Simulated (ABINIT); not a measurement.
**How SiC (Moissanite 3C) absorbs and reflects light**

Aim: the dielectric function of SiC (Moissanite 3C), and the optical constants that follow from it.

Method: DFT, PBE, plane waves with norm-conserving potentials (PseudoDojo), scalar-relativistic, independent-particle linear optical response without local fields, in ABINIT 10.8.3.

### 1. Set-up

Symmetry: F-43m, No. 216, cubic system. The conventional cell has a = 4.358 Å, b = 4.358 Å, c = 4.358 Å, α = 90.00°, β = 90.00°, γ = 90.00°. Nearest to Si lie 4 C at 1.89 Å. Nearest to C lie 4 Si at 1.89 Å. Farther neighbours are not listed.

Structure file:

```cif
data_structure
_symmetry_space_group_name_H-M 'F-43m'
_symmetry_Int_Tables_number 216
_cell_length_a 4.3580
_cell_length_b 4.3580
_cell_length_c 4.3580
_cell_angle_alpha 90.000
_cell_angle_beta 90.000
_cell_angle_gamma 90.000
_cell_volume 82.77
loop_
_atom_site_label
_atom_site_type_symbol
_atom_site_symmetry_multiplicity
_atom_site_Wyckoff_symbol
_atom_site_fract_x
_atom_site_fract_y
_atom_site_fract_z
_atom_site_occupancy
Si1 Si 4 a 0.00000 0.00000 0.00000 1
C1 C 4 c 0.25000 0.25000 0.25000 1
```

### 2. Ground state, bands and velocity matrix elements

The self-consistent density comes first; it also tells whether there is a gap, which decides the occupations and the need for a Drude term.

This step: DFT, PBE, plane waves with norm-conserving potentials (PseudoDojo), scalar-relativistic, ground state, bands at fixed density and velocity matrix elements (ABINIT 10.8.3).

Contents of run.abi:

```
# ground state, bands on a dense mesh, and the derivatives d/dk of the wave functions
ndtset 3

ngkpt1 9 9 9
shiftk1 0.0 0.0 0.0
tolvrs1 1.0d-12
nband1 8
prtden1 1

iscf2 -2
getden2 1
ngkpt2 14 14 14
shiftk2 0.0 0.0 0.0
kptopt2 1
nband2 19
nbdbuf2 4
tolwfr2 1.0d-14

optdriver3 8
wfk_task3 "wfk_ddk"
prtevk3 1
getwfk3 2
getden3 1
iscf3 -2
ngkpt3 14 14 14
shiftk3 0.0 0.0 0.0
kptopt3 1
nband3 19

nshiftk 1
occopt 3
tsmear 0.001837
ecut 35.0
nstep 80
iomode 3
chksymbreak 0
chkprim 0
chksymtnons 0
acell 3*1.0 Angstrom
rprim
  0.000000000000 2.179000000000 2.179000000000
  2.179000000000 0.000000000000 2.179000000000
  2.179000000000 2.179000000000 0.000000000000
natom 2
ntypat 2
znucl 14 6
typat 1 2
xred
  0.000000000000 0.000000000000 0.000000000000
  0.750000000000 0.750000000000 0.750000000000
pseudos "Si.upf, C.upf"
```

Command:

```console
> mpirun -n 4 abinit run.abi
```

Numbers of over 12 decimals in the logs are rounded to 6 here.

The program printed:

```text
DATASET    1 : space group F-4 3 m (#216); Bravais cF (face-center cubic)
 DATASET    2 : space group F-4 3 m (#216); Bravais cF (face-center cubic)
 DATASET    3 : space group F-4 3 m (#216); Bravais cF (face-center cubic)
            ngfft          32      32      32
                         0.03292    0.03292    0.03292    0.03292    0.03292    0.03292
                         0.01646    0.00823    0.03292    0.03292    0.03292    0.03292
                         0.01646    0.00823    0.03292    0.03292    0.01646    0.00823
                         0.01646    0.03292    0.06584    0.06584    0.03292    0.06584
                         0.06584    0.03292    0.03292    0.03292    0.03292
                         0.00292    0.00146    0.00219    0.00875    0.00875    0.00875
                         0.00875    0.00875    0.00875    0.00875    0.00875    0.00875
                         0.00875    0.00875    0.00437    0.00219    0.00875    0.00875
                         0.00875    0.00875    0.00875    0.00875    0.00875    0.00875
                         0.00875    0.00437    0.00219    0.00875    0.00875    0.00875
                         0.00875    0.00875    0.00875    0.00875    0.00437    0.00219
                         0.00875    0.00875    0.00875    0.00875    0.00875    0.00437
                         0.00292    0.00146    0.00219    0.00875    0.00875    0.00875
                         0.00875    0.00875    0.00875    0.00875    0.00875    0.00875
                         0.00875    0.00875    0.00437    0.00219    0.00875    0.00875
                         0.00875    0.00875    0.00875    0.00875    0.00875    0.00875
                         0.00875    0.00437    0.00219    0.00875    0.00875    0.00875
[...]
== DATASET  1 ==================================================================
 Real(R)+Recip(G) space primitive vectors, cartesian coordinates (Bohr,Bohr^-1):
 R(1)=  0.0000000  4.1177132  4.1177132  G(1)= -0.1214266  0.1214266  0.1214266
 R(2)=  4.1177132  0.0000000  4.1177132  G(2)=  0.1214266 -0.1214266  0.1214266
 R(3)=  4.1177132  4.1177132  0.0000000  G(3)=  0.1214266  0.1214266 -0.1214266
 Unit cell volume ucvol=  1.3963629E+02 bohr^3
 Angles (23,13,12)=  6.00000000E+01  6.00000000E+01  6.00000000E+01 degrees
 getcut: wavevector=  0.0000  0.0000  0.0000  ngfft=  32  32  32
     iter   Etot(hartree)      deltaE(h)  residm     vres2
 ETOT  1  -10.167103884719    -1.017E+01 6.148E-02 3.601E+02
 ETOT  2  -10.229982063901    -6.288E-02 2.033E-02 1.545E+02
 ETOT  3  -10.269613558884    -3.963E-02 2.951E-03 1.525E-01
 ETOT  4  -10.269647062026    -3.350E-05 1.753E-03 5.197E-03
 ETOT  5  -10.269647445757    -3.837E-07 1.803E-04 1.940E-04
 ETOT  6  -10.269647465695    -1.994E-08 1.563E-04 1.467E-06
 ETOT  7  -10.269647465925    -2.299E-10 2.159E-05 2.257E-08
 ETOT  8  -10.269647465929    -4.318E-12 1.391E-05 5.083E-10
 ETOT  9  -10.269647465929    -9.770E-14 1.742E-05 6.177E-12
 ETOT 10  -10.269647465929     7.461E-14 3.660E-06 5.769E-15
 At SCF step   10       vres2   =  5.77E-15 < tolvrs=  1.00E-12 =>converged.
 Cartesian components of stress tensor (hartree/bohr^3)
  sigma(1 1)= -9.31818232E-05  sigma(3 2)=  0.00000000E+00
  sigma(2 2)= -9.31818232E-05  sigma(3 1)=  0.00000000E+00
  sigma(3 3)= -9.31818232E-05  sigma(2 1)=  0.00000000E+00
 Mean square residual over all n,k,spin=   24.978E-09; max=  36.597E-07
 Fermi (or HOMO) energy (hartree) =   0.27867   Average Vxc (hartree)=  -0.41496
 Eigenvalues (hartree) for nkpt=  35  k points:
 kpt#   1, nband=  8, wtk=  0.00137, kpt=  0.0000  0.0000  0.0000 (reduced coord)
  -0.31513    0.25114    0.25114    0.25114    0.47984    0.51987    0.51987    0.51987
   2.00000    2.00000    2.00000    2.00000    0.00000    0.00000    0.00000    0.00000
kinetic             :  5.88895876544333E+00
hartree             :  1.16671385661354E+00
xc                  : -3.77885262596498E+00
Ewald energy        : -1.04656108775139E+01
psp_core            :  7.82414532507906E-01
local_psp           : -4.12483981355454E+00
non_local_psp       :  2.61568696796614E-01
internal            : -1.02696474656720E+01
'-kT*entropy'       : -2.57134581869843E-10
total_energy        : -1.02696474659291E+01
total_energy_eV     : -2.79451343805458E+02
 Cartesian components of stress tensor (hartree/bohr^3)
  sigma(1 1)= -9.31818232E-05  sigma(3 2)=  0.00000000E+00
  sigma(2 2)= -9.31818232E-05  sigma(3 1)=  0.00000000E+00
  sigma(3 3)= -9.31818232E-05  sigma(2 1)=  0.00000000E+00
-Cartesian components of stress tensor (GPa)         [Pressure=  2.7415E+00 GPa]
== DATASET  2 ==================================================================
 Real(R)+Recip(G) space primitive vectors, cartesian coordinates (Bohr,Bohr^-1):
 R(1)=  0.0000000  4.1177132  4.1177132  G(1)= -0.1214266  0.1214266  0.1214266
 R(2)=  4.1177132  0.0000000  4.1177132  G(2)=  0.1214266 -0.1214266  0.1214266
 R(3)=  4.1177132  4.1177132  0.0000000  G(3)=  0.1214266  0.1214266 -0.1214266
 Unit cell volume ucvol=  1.3963629E+02 bohr^3
 Angles (23,13,12)=  6.00000000E+01  6.00000000E+01  6.00000000E+01 degrees
 getcut: wavevector=  0.0000  0.0000  0.0000  ngfft=  32  32  32
 Mean square residual over all n,k,spin=   45.014E-16; max=  99.713E-16
 Eigenvalues (hartree) for nkpt= 104  k points:
 kpt#   1, nband= 19, wtk=  0.00036, kpt=  0.0000  0.0000  0.0000 (reduced coord)
  -0.31513    0.25114    0.25114    0.25114    0.47984    0.51987    0.51987    0.51987
   0.78510    0.78510    0.85604    0.88633    0.88633    0.88633    1.11545    1.48608
== DATASET  3 ==================================================================
            ngfft          32      32      32
[...]
0.06584    0.03292    0.03292    0.03292    0.03292
[...]
0.00875    0.00875    0.00875    0.00875    0.00875    0.00437
                         0.00292    0.00146    0.00219    0.00875    0.00875    0.00875
                         0.00875    0.00875    0.00875    0.00875    0.00875    0.00875
                         0.00875    0.00875    0.00437    0.00219    0.00875    0.00875
                         0.00875    0.00875    0.00875    0.00875    0.00875    0.00875
                         0.00875    0.00437    0.00219    0.00875    0.00875    0.00875
                         0.00875    0.00875    0.00875    0.00875    0.00437    0.00219
                         0.00875    0.00875    0.00875    0.00875    0.00875    0.00437
[shortened to cell, iterations, levels, energies and stress; the echo of variables, forces, comments, warnings and credits are left out]
```

The job ended after 16 s (4 MPI ranks of Arm Neoverse V1, shared host; peak memory 0.09 GiB).

This step gave:

| Quantity | Value |
| --- | --- |
| total energy | -10.27 Ha |
| gap on the k-mesh | 1.362 eV |
| direct gap on the mesh | 4.553 eV |

There is a gap, 1.36 eV on this mesh (points off the mesh can give less), so no carriers' term is needed.

### 3. Optical response

With the density converged, the vertical transitions are summed over the zone.

This step: DFT, PBE, plane waves with norm-conserving potentials (PseudoDojo), scalar-relativistic, independent-particle linear optical response without local fields (ABINIT 10.8.3).

Contents of optic.abi:

```
&FILES
 ddkfile_1 = 'runo_DS3_1_EVK.nc',
 ddkfile_2 = 'runo_DS3_2_EVK.nc',
 ddkfile_3 = 'runo_DS3_3_EVK.nc',
 wfkfile = 'runo_DS2_WFK.nc'
/
&PARAMETERS
 broadening = 0.001837,
 domega = 0.0020212,
 maxomega = 0.80849,
 scissor = 0.0,
 tolerance = 0.002,
 nband_sum = 15
/
&COMPUTATIONS
 num_lin_comp = 1,
 lin_comp = 11,
 num_nonlin_comp = 0,
 num_linel_comp = 0,
 num_nonlin2_comp = 0
/
```

Command:

```console
> optic optic.abi
```

The program printed:

```text

 OPTIC has originally been developed by
 S. Sharma, J. K. Dewhurst and C. Ambrosch-Draxl, Phys. Rev. B 67, 165332 (2003), and
 S. Sharma and C. Ambrosch-Draxl, Physica Scripta T 109 (2004).

 rprimd(bohr)      =   0.00000   4.11771   4.11771
                       4.11771   0.00000   4.11771
                       4.11771   4.11771   0.00000
 natom             =       2
 nkpt,mband        =     104      19
 ecut              =  35.00000 Ha
 newocc: new Fermi energy is       0.277626 , with nelect=      8.000000, Number of bisection calls: 25
 Fermi level: 7.5546  (eV)

 fermie            =   0.27763 Ha   7.55459 eV
 Scissor shift     =   0.00000 Ha
 Tolerance on closeness to singularities     =   0.00200 Ha
 Smearing factor      =   0.00184 Ha
 Will use the antiresonant approximation (meaning that the antiresonant terms are neglected)
 Will not perform the bands decomposition
 linear coeffs to be calculated :
 11
 non-linear coeffs to be calculated :

 electronic part of electro-optic coeffs to be calculated :

 non-linear coeffs (V2) to be calculated :

 linear optic matrix elements will be printed :0
 optic : Call pmat2cart
 No scissor shift to be applied. Returning to main optic routine.
 optic : Call linopt
  linopt            1           1
 calculated the component:           1           1   of dielectric function
  with broadening:         (0.000000,1.83700000000000009E-003)
 and scissors shift:   0.000000
 energy window:   47.769046      eV   1.755480      Ha
 optic : Call nlinopt
 optic : Call linelop
 optic : Call nonlinopt

================================================================================

 Calculation completed.
-
program: optic
version: 10.8.3
start_datetime:
end_datetime:
overall_cpu_time:           0.1
overall_wall_time:           0.1
mpi_procs: 1
omp_threads: 1
...
```

Wall time 0.59 s (1 thread); peak memory 0.05 GiB.

Numbers from this step:

| Quantity | Value |
| --- | --- |
| electronic dielectric constant ε∞, mean over x, y and z (by symmetry where fewer were run) | 7.139 |

The Im ε, E ∥ x has structure finer than the step of the table below, so its rows give means over 0.5 eV, whole bins alone (the curve runs from 0.0550 to 21.9 eV). Peaks (eV: height): 6.76: 33.3, 7.09: 26.4, 8.30: 21.5, 9.07: 12.2.

Sum at mesh points, not converged in k; values under the direct gap are tails of Lorentzian lines. Im ε, E ∥ x against photon energy; means over each step:

| photon energy (eV) | Im ε, E ∥ x |
| --- | --- |
| 0.5 | 0.00592 |
| 1.0 | 0.0123 |
| 1.5 | 0.0195 |
| 2.0 | 0.0285 |
| 2.5 | 0.0404 |
| 3.0 | 0.0577 |
| 3.5 | 0.0864 |
| 4.0 | 0.151 |
| 4.5 | 0.948 |
| 5.0 | 2.99 |
| 5.5 | 6.74 |
| 6.0 | 9.81 |
| 6.5 | 18.2 |
| 7.0 | 23.2 |
| 7.5 | 8.42 |
| 8.0 | 13.1 |
| 8.5 | 14.8 |
| 9.0 | 9.24 |
| 9.5 | 6.80 |
| 10.0 | 6.88 |
| 10.5 | 4.93 |
| 11.0 | 3.32 |
| 11.5 | 2.42 |
| 12.0 | 2.51 |
| 12.5 | 2.91 |
| 13.0 | 1.82 |
| 13.5 | 1.72 |
| 14.0 | 1.28 |
| 14.5 | 1.28 |
| 15.0 | 1.24 |
| 15.5 | 1.09 |
| 16.0 | 0.749 |
| 16.5 | 0.585 |
| 17.0 | 0.595 |
| 17.5 | 0.479 |
| 18.0 | 0.463 |
| 18.5 | 0.391 |
| 19.0 | 0.381 |
| 19.5 | 0.266 |
| 20.0 | 0.263 |
| 20.5 | 0.226 |
| 21.0 | 0.174 |
| 21.5 | 0.212 |

The reflectivity at normal incidence, E ∥ x has structure finer than the step of the table below, so its rows give means over 0.5 eV, whole bins alone (the curve runs from 0.0550 to 21.9 eV). Peaks (eV: height): 7.15: 69.3, 10.28: 67.8, 10.94: 75.1, 11.38: 67.9, 12.98: 70.4, 16.22: 74.4, 17.65: 67.9.

Sum at mesh points, not converged in k. The reflectivity at normal incidence, E ∥ x by photon energy; means over each step:

| photon energy (eV) | reflectivity at normal incidence, E ∥ x (%) |
| --- | --- |
| 0.5 | 20.8 |
| 1.0 | 21.0 |
| 1.5 | 21.4 |
| 2.0 | 22.0 |
| 2.5 | 22.8 |
| 3.0 | 23.9 |
| 3.5 | 25.4 |
| 4.0 | 27.6 |
| 4.5 | 31.3 |
| 5.0 | 34.0 |
| 5.5 | 38.1 |
| 6.0 | 40.6 |
| 6.5 | 47.3 |
| 7.0 | 60.7 |
| 7.5 | 41.7 |
| 8.0 | 42.0 |
| 8.5 | 60.3 |
| 9.0 | 51.1 |
| 9.5 | 58.5 |
| 10.0 | 50.3 |
| 10.5 | 58.6 |
| 11.0 | 66.2 |
| 11.5 | 61.3 |
| 12.0 | 47.0 |
| 12.5 | 54.1 |
| 13.0 | 60.7 |
| 13.5 | 55.9 |
| 14.0 | 59.4 |
| 14.5 | 52.9 |
| 15.0 | 54.5 |
| 15.5 | 54.4 |
| 16.0 | 64.2 |
| 16.5 | 61.7 |
| 17.0 | 58.4 |
| 17.5 | 61.2 |
| 18.0 | 56.8 |
| 18.5 | 57.2 |
| 19.0 | 55.0 |
| 19.5 | 61.4 |
| 20.0 | 53.0 |
| 20.5 | 55.2 |
| 21.0 | 51.7 |
| 21.5 | 39.0 |

The loss function −Im 1/ε at q → 0, E ∥ x has structure finer than the step of the table below, so its rows give means over 0.5 eV, whole bins alone (the curve runs from 0.0550 to 21.9 eV). Peaks (eV: height): 21.12: 5.32, 21.61: 5.61.

Sum at mesh points, not converged in k; values under the direct gap are tails of Lorentzian lines. Table of loss function −Im 1/ε at q → 0, E ∥ x by energy loss; means over each step:

energy loss (eV), loss function −Im 1/ε at q → 0, E ∥ x and a bar:
```
      2.5       0.00 
      3.0       0.00 
      3.5       0.00 
      4.0       0.00 
      4.5       0.01 
      5.0       0.01 
      5.5       0.02 
      6.0       0.03 
      6.5       0.03 
      7.0       0.04 
      7.5       0.11 #
      8.0       0.07 #
      8.5       0.05 
      9.0       0.09 #
      9.5       0.09 #
     10.0       0.12 #
     10.5       0.11 #
     11.0       0.10 #
     11.5       0.14 #
     12.0       0.24 ##
     12.5       0.17 #
     13.0       0.17 #
     13.5       0.22 ##
     14.0       0.23 ##
     14.5       0.30 ##
     15.0       0.29 ##
     15.5       0.32 ##
     16.0       0.26 ##
     16.5       0.37 ###
     17.0       0.44 ###
     17.5       0.47 ###
     18.0       0.61 ####
     18.5       0.72 #####
     19.0       0.84 ######
     19.5       0.89 ######
     20.0       1.54 ###########
     20.5       1.71 ############
     21.0       3.26 ########################
     21.5       4.14 ##############################
```

From ε follow the optical constants at some laser and lamp lines:

| wavelength (nm) | n | k | R (%) | 1/α |
| --- | --- | --- | --- | --- |
| 1550 | 2.69 | 0.002 | 20.9 | 69 µm |
| 1064 | 2.70 | 0.003 | 21.1 | 32 µm |
| 800 | 2.73 | 0.004 | 21.5 | 17 µm |
| 633 | 2.76 | 0.005 | 21.9 | 10 µm |
| 405 | 2.92 | 0.010 | 24.0 | 3.1 µm |
| 248 | 3.84 | 0.269 | 34.7 | 73 nm |
| 193 | 4.38 | 1.720 | 45.1 | 8.9 nm |

Below the direct gap, k and the depth come from the tails of the Lorentzian lines, not from transitions.

Rows near the edge hang on the gap, which this functional as a rule makes too small, and phonon-assisted absorption is left out.

### 4. Outcome

```yaml
electronic_dielectric_constant_eps_infinity_mean_over_x_y_and_z_by_symmetry_where_fewer_were_run_independent_particles: 7.14
```

What this shows: At this level (PBE, independent particles) SiC has ε∞ = 7.14 and n = 2.69 at 1550 nm. On the mesh the gap is 1.36 eV and the least direct gap 4.55 eV, so on this mesh the band edges lie at different points. Excitons and phonon-assisted transitions are missing, and so are local fields; PBE gaps are as a rule too small, which pulls the onset down and ε∞ up. The sum runs over mesh points 0.18 Å⁻¹ apart with no interpolation, so peaks are partly noise of the mesh and static values carry its error. Besides steps told in other documents, this task had 1 run with a known fault of program or setting; those not told in a step above aren't shown.

[Logs are printed without paths, hosts, clocks, repeated set-up lines and the standing remarks that a program may print on its own settings, such as how far it seeks lower states.]

[Hosts, paths, dates, database ids (printed as entryN), source tags and the programs' standing remarks are cut or masked in the printed files.]
